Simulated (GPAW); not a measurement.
# The O K excitation threshold of SnO2 (Cassiterite, P4_2/mnm) under uniform strain

For each volume the threshold was computed as E(hole) − E(ground) plus the lowest empty eigenvalue of the hole cell (GPAW, PBE, 12-atom cell, total energies on 4×4×4 k points, the eigenvalue on 5×5×5, hole spin-paired). The values are raw, 9 eV above the value with the free atom's term for the hole's spin taken off; only their change is used. The threshold is the spectrum's zero, where absorption may be weak, not the visible edge.

| volume | ln(V/V₀) | threshold (eV) |
| --- | --- | --- |
| V × 0.94 | -0.06188 | 538.139 |
| V × 0.97 | -0.03046 | 537.774 |
| V × 1 | +0.00000 | 537.428 |
| V × 1.03 | +0.02956 | 537.105 |
| V × 1.06 | +0.05827 | ? |

Question: Fit a straight line in ln(V/V₀), give its slope, and predict the threshold at V × 1.06.

The means of the given rows are x̄ = -0.01570 and Ē = 537.611 eV. Σ(x − x̄)(E − Ē) = -0.05256 and Σ(x − x̄)² = 0.004645, so the slope is -11.32 eV, and the line passes the given rows within 0.006 eV. At x = +0.05827 it gives 537.611 + (-11.32) × (+0.07397) = 536.775 eV. The run gives 536.799 eV, a miss of -0.024 eV over a total move of -1.340 eV. The slope is the clamped-ion volume deformation potential of the lowest empty level of the hole cell on this mesh (the hole may pull it below the band edge) against the O 1s level, with the hole's relaxation included: the threshold falls by 0.113 eV for 1 % of expansion. The charged cell's image error also scales with the cell's size and isn't taken out.

[Hosts, paths, dates, database ids (printed as entryN), source tags and the programs' standing remarks are cut or masked in the printed files.]

[Lists of maxima count a maximum above −3 eV only where it reaches 4 % of the highest in the window and stands out from its surroundings by 2 % of it (1.5 % where it reaches 55 %); shoulders and weaker maxima are passed over, and of the rest the first, up to two pre-edge ones and the few strongest are named.]
